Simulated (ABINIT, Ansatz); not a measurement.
# MgH2 (P4_2/mnm): one start, several treatments of the self-energy, part 2 of 2

Wanted: the gap of MgH2 (P4_2/mnm) under several approximations, with cost.

ABINIT 10.8.3; PBE and many-body steps on it, plane waves. Known limits of the many-body steps: not at the basis limit; coarse k mesh.

So far. Step 4 (G0W0, Godby-Needs plasmon pole): The gap on the mesh goes from 3.90 eV to 5.94 eV, a correction of +2.04 eV. Step 5 (G0W0, Hybertsen-Louie plasmon pole): Against G0W0 in ABINIT (4×4×4 mesh, 173 bands, screening to 176.9 eV, Godby-Needs plasmon pole), the gap moves by +0.162 eV.

## Step 6: G0W0, Engel-Farid plasmon pole

Level of this step: G0W0 on PBE, plane waves, norm-conserving pseudopotentials (ABINIT).

run.abi reads:

```
acell 3*1.0 Angstrom
rprim 
  4.516800000000 0.000000000000 0.000000000000
  0.000000000000 4.516800000000 0.000000000000
  0.000000000000 0.000000000000 3.020500000000
ntypat 2
znucl 12 1
natom 6
typat 1 1 2 2 2 2
xred 
  0.000000000000 0.000000000000 0.000000000000
  0.500000000000 0.500000000000 0.500000000000
  0.306000000000 0.306000000000 0.000000000000
  0.194000000000 0.806000000000 0.500000000000
  0.694000000000 0.694000000000 0.000000000000
  0.806000000000 0.194000000000 0.500000000000
pp_dirpath "pseudos"
pseudos "Mg.upf, H.upf"
ecut 38
ngkpt 4 4 4
nshiftk 1
shiftk 0 0 0
kptopt 1
chksymbreak 0
istwfk *1
occopt 1
irdwfk 1
optdriver 4
nband 173
gwcalctyp 0
ecutsigx 38
symsigma 1
nkptgw 4
kptgw 
  0.2500000000 0.0000000000 0.0000000000
  0.5000000000 0.5000000000 0.5000000000
  0.2500000000 0.2500000000 0.5000000000
  0.0000000000 0.0000000000 0.0000000000
bdgw 
  11 14
  11 14
  11 14
  10 14
ecuteps 6.5
irdscr 1
ppmodel 4
indata_prefix "in"
outdata_prefix "out"
tmpdata_prefix "tmp"
```

On the command line:

```bash
> OMP_NUM_THREADS=1 mpirun -n 8 abinit run.abi > log
```

What it wrote:

```text
.Version 10.8.3 of ABINIT. v10.8.2 released Aug 2026.

 Symmetries : space group P4_2/m n m (#136); Bravais tP (primitive tetrag.)
[... echo of the input left out ...]
== DATASET  1 ==================================================================
-   mpi_nproc: 8, omp_nthreads: 1 (-1 if OMP is not activated)

--- !DatasetInfo
iteration_state: {dtset: 1, }
dimensions: {natom: 6, nkpt: 18, mband: 173, nsppol: 1, nspinor: 1, nspden: 1, mpw: 4696, }
cutoff_energies: {ecut:  38.0, pawecutdg:  -1.0, }
[...]
Band     E0 <VxcDFT>   SigX SigC(E0)      Z dSigC/dE  Sig(E)    E-E0       E
[...]
13   5.207  -6.816  -2.910  -3.552   0.843  -0.186  -6.518   0.298   5.506
       14   5.547  -9.978  -5.729  -3.593   0.829  -0.207  -9.435   0.543   6.090

== END DATASET(S) ==============================================================
================================================================================

 -outvars: echo values of variables after computation  --------
           etotal      0.0000000000E+00
            nband         173
             nkpt          18
          spgroup         136
 [... the other variables as echoed above ...]

 Calculation completed.
```

Run time: 19 s. Hardware: 8 MPI ranks of Arm Neoverse V1, shared host; peak memory 2.9 GiB.

This step gave:

```yaml
g0w0_gap_on_the_mesh: 5.954 eV
starting_gap_on_the_mesh: 3.895 eV
k_of_the_valence_top: 0.25, 0, 0
k_of_the_conduction_bottom: 0.5, 0.5, 0.5
least_direct_g0w0_gap_on_the_computed_points: 6.778 eV
```

Against G0W0 in ABINIT (4×4×4 mesh, 173 bands, screening to 176.9 eV, Godby-Needs plasmon pole), the gap moves by +0.018 eV.

## Step 7: One-shot COHSEX

This step: one-shot COHSEX on PBE, plane waves, norm-conserving pseudopotentials.

run.abi: that of step 6 with these lines changed.

```diff
@@ -29,3 +29,3 @@
 nband 173
-gwcalctyp 0
+gwcalctyp 7
 ecutsigx 38
@@ -45,3 +45,2 @@
 irdscr 1
-ppmodel 4
 indata_prefix "in"
```

What it wrote:

```text
.Version 10.8.3 of ABINIT. v10.8.2 released Aug 2026.

 Symmetries : space group P4_2/m n m (#136); Bravais tP (primitive tetrag.)
[... echo of the input left out ...]
== DATASET  1 ==================================================================
-   mpi_nproc: 8, omp_nthreads: 1 (-1 if OMP is not activated)

--- !DatasetInfo
iteration_state: {dtset: 1, }
dimensions: {natom: 6, nkpt: 18, mband: 173, nsppol: 1, nspinor: 1, nspden: 1, mpw: 4696, }
cutoff_energies: {ecut:  38.0, pawecutdg:  -1.0, }
[...]
Band     E0 <VxcDFT>   SigX SigC(E0)      Z dSigC/dE  Sig(E)    E-E0       E
[...]
13   5.207  -6.816  -2.910  -4.632   1.000   0.000  -7.542  -0.726   4.482
       14   5.547  -9.978  -5.729  -4.923   1.000   0.000 -10.653  -0.675   4.872

== END DATASET(S) ==============================================================
================================================================================

 -outvars: echo values of variables after computation  --------
           etotal      0.0000000000E+00
            nband         173
             nkpt          18
          spgroup         136
 [... the other variables as echoed above ...]

 Calculation completed.
```

Elapsed: 3.5 s, on 8 MPI ranks; peak memory 1.1 GiB; 28 s of CPU time.

This step gave:

- quasiparticle gap on the mesh: 7.081 eV
- starting gap on the mesh: 3.895 eV
- k of the valence top: 0.25, 0, 0
- k of the conduction bottom: 0.5, 0.5, 0.5
- least direct quasiparticle gap on the computed points: 7.898 eV

Against G0W0 in ABINIT (4×4×4 mesh, 173 bands, screening to 176.9 eV, Godby-Needs plasmon pole), the gap moves by +1.145 eV.

## Step 8: One-shot Hartree-Fock

This step: one-shot Hartree-Fock on PBE, plane waves, norm-conserving pseudopotentials.

run.abi: that of step 7 with these lines changed.

```diff
@@ -28,4 +28,4 @@
 optdriver 4
-nband 173
-gwcalctyp 7
+nband 16
+gwcalctyp 5
 ecutsigx 38
@@ -43,4 +43,4 @@
   10 14
-ecuteps 6.5
-irdscr 1
+ixc_sigma 40
+fftgw 31
 indata_prefix "in"
```

What it wrote:

```text
.Version 10.8.3 of ABINIT. v10.8.2 released Aug 2026.

 Symmetries : space group P4_2/m n m (#136); Bravais tP (primitive tetrag.)
[... echo of the input left out ...]
== DATASET  1 ==================================================================
-   mpi_nproc: 8, omp_nthreads: 1 (-1 if OMP is not activated)

--- !DatasetInfo
iteration_state: {dtset: 1, }
dimensions: {natom: 6, nkpt: 18, mband: 16, nsppol: 1, nspinor: 1, nspden: 1, mpw: 4696, }
cutoff_energies: {ecut:  38.0, pawecutdg:  -1.0, }
[...]
Band     E0 <VxcDFT>   SigX SigC(E0)      Z dSigC/dE  Sig(E)    E-E0       E
[...]
13   5.207  -6.816  -2.910   0.000   1.000   0.000  -2.910   3.906   9.114
       14   5.547  -9.978  -5.729   0.000   1.000   0.000  -5.729   4.248   9.796

== END DATASET(S) ==============================================================
================================================================================

 -outvars: echo values of variables after computation  --------
           etotal      0.0000000000E+00
            nband          16
             nkpt          18
          spgroup         136
 [... the other variables as echoed above ...]

 Calculation completed.
```

The job ended after 2.7 s (8 MPI ranks; peak memory 0.17 GiB; 21 s of CPU time).

Numbers from this step:

```yaml
quasiparticle_gap_on_the_mesh: 11.58 eV
starting_gap_on_the_mesh: 3.895 eV
k_of_the_valence_top: 0.25, 0, 0
k_of_the_conduction_bottom: 0.5, 0.5, 0.5
least_direct_quasiparticle_gap_on_the_computed_points: 12.40 eV
```

Against G0W0 in ABINIT (4×4×4 mesh, 173 bands, screening to 176.9 eV, Godby-Needs plasmon pole), the gap moves by +5.647 eV.

## Step 9: Screening, 4×4×4 mesh, 173 bands, screening to 176.9 eV

This step: RPA screening on PBE, plane waves, norm-conserving pseudopotentials.

run.abi: that of step 8 with these lines changed.

```diff
@@ -27,20 +27,14 @@
 irdwfk 1
-optdriver 4
-nband 16
-gwcalctyp 5
-ecutsigx 38
-symsigma 1
-nkptgw 4
-kptgw 
-  0.2500000000 0.0000000000 0.0000000000
-  0.5000000000 0.5000000000 0.5000000000
-  0.2500000000 0.2500000000 0.5000000000
-  0.0000000000 0.0000000000 0.0000000000
-bdgw 
-  11 14
-  11 14
-  11 14
-  10 14
-ixc_sigma 40
-fftgw 31
+optdriver 3
+nband 173
+ecuteps 6.5
+inclvkb 2
+awtr 1
+symchi 1
+gwcalctyp 2
+nfreqre 16
+freqremax 40 eV
+nfreqim 8
+spmeth 1
+nomegasf 120
 indata_prefix "in"
```

What it wrote:

```text
.Version 10.8.3 of ABINIT. v10.8.2 released Aug 2026.

 Symmetries : space group P4_2/m n m (#136); Bravais tP (primitive tetrag.)
[... echo of the input left out ...]
== DATASET  1 ==================================================================
-   mpi_nproc: 8, omp_nthreads: 1 (-1 if OMP is not activated)

--- !DatasetInfo
iteration_state: {dtset: 1, }
dimensions: {natom: 6, nkpt: 18, mband: 173, nsppol: 1, nspinor: 1, nspden: 1, mpw: 4696, }
cutoff_energies: {ecut:  38.0, pawecutdg:  -1.0, }
electrons: {nelect:   2.40000000E+01, charge:   0.00000000E+00, occopt:   1.00000000E+00, tsmear:   1.00000000E-02, }

 SCREENING: Calculation of the susceptibility and dielectric matrices

 Based on a program developped by R.W. Godby, V. Olevano, G. Onida, and L. Reining.
 Incorporated in ABINIT by V. Olevano, G.-M. Rignanese, and M. Torrent.
.Using double precision arithmetic ; gwpc =  8

[... cell and pseudopotentials left out ...]
--------------------------------------------------------------------------------

 ==== K-mesh for the wavefunctions ====
 Number of points in the irreducible wedge :    18
[... list of points left out ...]
 Together with 16 symmetry operations and time-reversal symmetry
 yields    64 points in the full Brillouin Zone.

 ==== Q-mesh for the screening function ====
 Number of points in the irreducible wedge :    18
[... list of points left out ...]
 Together with 16 symmetry operations and time-reversal symmetry
 yields    64 points in the full Brillouin Zone.

 setmesh: FFT mesh size selected  =    36x   36x   24
          total number of points  =        31104

 vcoul_init : cutoff-mode = AUXILIARY_FUNCTION
 q-points for optical limit:   1
     1)      0.000010    0.000020    0.000030

- screening: taking advantage of time-reversal symmetry
- Maximum band index for partially occupied states nbvw = 12
- Remaining bands to be divided among processors   nbcw = 161
- Number of bands treated by each node ~20

 Number of electrons calculated from density =   24.0000; Expected =   24.0000
 average of density, n =  0.057713
 r_s =    1.6053
 omega_plasma =   23.1736 [eV]

 calculating chi0 at frequencies [eV] :
  1    0.000000E+00    0.000000E+00
  2    2.666667E+00    0.000000E+00
  3    5.333333E+00    0.000000E+00
[...]
23    0.000000E+00    5.901901E+01
 24    0.000000E+00    8.309941E+01

--------------------------------------------------------------------------------
  q-point number  1        q = ( 0.000000, 0.000000, 0.000000) [r.l.u.]
--------------------------------------------------------------------------------
[... chi0 elements left out ...]
  [... further frequencies ...]

 No. of calculated frequencies >  15, stop printing
 For q-point:  0.000010 0.000020 0.000030
  dielectric constant =   3.7077
  dielectric constant without local fields =   4.1162

  Average fulfillment of the sum rule on Im[epsilon] for q-point    1 :     66.92  [%]
[... wings left out ...]
  q-point number  2        q = ( 0.250000, 0.000000, 0.000000) [r.l.u.]
--------------------------------------------------------------------------------
[... chi0 elements left out ...]
  [... further frequencies ...]

 No. of calculated frequencies >  15, stop printing
  Average fulfillment of the sum rule on Im[epsilon] for q-point    2 :     73.54  [%]

 [... 16 further q-points ...]
```

Elapsed: 3.6 min, on 8 MPI ranks; peak memory 4.3 GiB.

This step gave:

- ε∞ with local fields, on this mesh, along the program's q direction: 3.708
- the same without local fields: 4.116
- plasma frequency: 23.17 eV
- plane waves in the screening matrix: 315

## Step 10: G0W0, contour deformation

This step: G0W0 on PBE, plane waves, norm-conserving pseudopotentials.

run.abi: that of step 9 with these lines changed.

```diff
@@ -27,14 +27,21 @@
 irdwfk 1
-optdriver 3
+optdriver 4
 nband 173
+gwcalctyp 2
+ecutsigx 38
+symsigma 1
+nkptgw 4
+kptgw 
+  0.2500000000 0.0000000000 0.0000000000
+  0.5000000000 0.5000000000 0.5000000000
+  0.2500000000 0.2500000000 0.5000000000
+  0.0000000000 0.0000000000 0.0000000000
+bdgw 
+  11 14
+  11 14
+  11 14
+  10 14
 ecuteps 6.5
-inclvkb 2
-awtr 1
-symchi 1
-gwcalctyp 2
-nfreqre 16
-freqremax 40 eV
-nfreqim 8
-spmeth 1
-nomegasf 120
+irdscr 1
+gwmem 01
 indata_prefix "in"
```

What it wrote:

```text
.Version 10.8.3 of ABINIT. v10.8.2 released Aug 2026.

 Symmetries : space group P4_2/m n m (#136); Bravais tP (primitive tetrag.)
[... echo of the input left out ...]
== DATASET  1 ==================================================================
-   mpi_nproc: 8, omp_nthreads: 1 (-1 if OMP is not activated)

--- !DatasetInfo
iteration_state: {dtset: 1, }
dimensions: {natom: 6, nkpt: 18, mband: 173, nsppol: 1, nspinor: 1, nspden: 1, mpw: 4696, }
cutoff_energies: {ecut:  38.0, pawecutdg:  -1.0, }
[...]
Band     E0 <VxcDFT>   SigX SigC(E0)      Z dSigC/dE  Sig(E)    E-E0       E
[...]
14   5.547  -9.978  -5.729  -3.430   0.800  -0.250  -9.323   0.655   6.202
       14   0.000   0.000   0.000   0.000   0.000   0.000   0.000   0.000   0.000

== END DATASET(S) ==============================================================
================================================================================

 -outvars: echo values of variables after computation  --------
           etotal      0.0000000000E+00
            nband         173
             nkpt          18
          spgroup         136
 [... the other variables as echoed above ...]

 Calculation completed.
```

Elapsed: 37 s, on 8 MPI ranks; peak memory 2.6 GiB.

Numbers from this step:

- G0W0 gap on the mesh: 5.886 eV
- starting gap on the mesh: 3.895 eV
- k of the valence top: 0.25, 0, 0
- k of the conduction bottom: 0.5, 0.5, 0.5
- least direct G0W0 gap on the computed points: 6.69 eV

Against G0W0 in ABINIT (4×4×4 mesh, 173 bands, screening to 176.9 eV, Godby-Needs plasmon pole), the gap moves by −0.050 eV.

## Step 11: The runs together

Times are wall times on 8 MPI ranks of Arm Neoverse V1, shared host, good to a factor of about two. A run's time includes the screening step that it read.

| run | mesh | bands | screening cutoff (eV) | DFT gap (eV) | gap on the mesh (eV) | direct (eV) | ε∞ used | time |
| --- | --- | --- | --- | --- | --- | --- | --- | --- |
| G0W0, Godby-Needs plasmon pole | 4×4×4 | 173 | 176.9 | 3.895 | 5.936 | 6.748 | 3.66 | 2.8 min |
| G0W0, Hybertsen-Louie plasmon pole | 4×4×4 | 173 | 176.9 | 3.895 | 6.098 | 6.908 | 3.66 | 2.7 min |
| G0W0, Engel-Farid plasmon pole | 4×4×4 | 173 | 176.9 | 3.895 | 5.954 | 6.778 | 3.66 | 2.3 min |
| one-shot COHSEX | 4×4×4 | 173 | 176.9 | 3.895 | 7.081 | 7.898 | 3.66 | 2 min |
| one-shot Hartree-Fock | 4×4×4 | - | - | 3.895 | 11.583 | 12.398 | - | 2.7 s |
| G0W0, contour deformation | 4×4×4 | 173 | 176.9 | 3.895 | 5.886 | 6.690 | 3.71 | 4.3 min |

## Step 12: What came out

```json
{"G0W0, Godby-Needs plasmon pole": "5.936 eV", "G0W0, Hybertsen-Louie plasmon pole": "6.098 eV", "G0W0, Engel-Farid plasmon pole": "5.954 eV", "one-shot COHSEX": "7.081 eV", "one-shot Hartree-Fock": "11.583 eV", "G0W0, contour deformation": "5.886 eV", "known limits": "not at the basis limit; coarse k mesh"}
```

**Reading.** G0W0, Hybertsen-Louie plasmon pole: +0.162 eV against G0W0, Godby-Needs plasmon pole. G0W0, Engel-Farid plasmon pole: +0.018 eV against G0W0, Godby-Needs plasmon pole. One-shot COHSEX: +1.145 eV against G0W0, Godby-Needs plasmon pole. One-shot Hartree-Fock: +5.647 eV against G0W0, Godby-Needs plasmon pole. G0W0, contour deformation: −0.050 eV against G0W0, Godby-Needs plasmon pole. Bare exchange alone opens the gap to 11.58 eV; against G0W0, correlation takes back 5.65 eV. Static COHSEX lies above G0W0: it lacks the factor Z and overstates the Coulomb hole of the filled states. Against experiment, by G0W0, Godby-Needs plasmon pole: the gap of 5.94 eV lies +0.34 eV from the measured 5.6 ± 0.1 eV (optical, 300 K, 2003). An exciton line or allowed optical edge lies below the quasiparticle gap by the binding energy; a forbidden edge can push the onset above it. These are gaps on the mesh, at modest bands and cutoff. The calculation has static nuclei and no excitons; a measured gap holds zero-point and thermal motion, which mostly lowers it. Bands and cutoff are finite, so the gap is not at the basis limit. The miss can reach some tenths of an eV and take either sign; the mesh is an error of its own. A denser mesh or path gives a starting gap of 3.76 eV: the GW mesh misses a band edge, so its gaps are not the fundamental one. The 4×4×4 mesh is coarse for this cell, which bears on the long-range parts of exchange and screening.

[Paths, hosts, dates, memory and timing lines, banners, echoed tables and standing remarks are left out of the program output.]

[Logs are printed without paths, hosts, clocks, repeated set-up lines and the standing remarks that a program may print on its own settings, such as how far it seeks lower states.]

[Runs of the session that timed out or met a known fault of the program may be left out.]

[Hosts, paths, dates, database ids (printed as entryN), source tags and the programs' standing remarks are cut or masked in the printed files.]

[G0W0 gaps are taken among the corrected bands and points alone; a level outside them can change the order at an edge.]

[Where Ansatz stands beside ABINIT at settings called matched, ABINIT's density can come from a denser mesh and the files from another edition; pairs whose starting gaps differed by over 0.03 eV were left out, so agreement reads better than it is.]
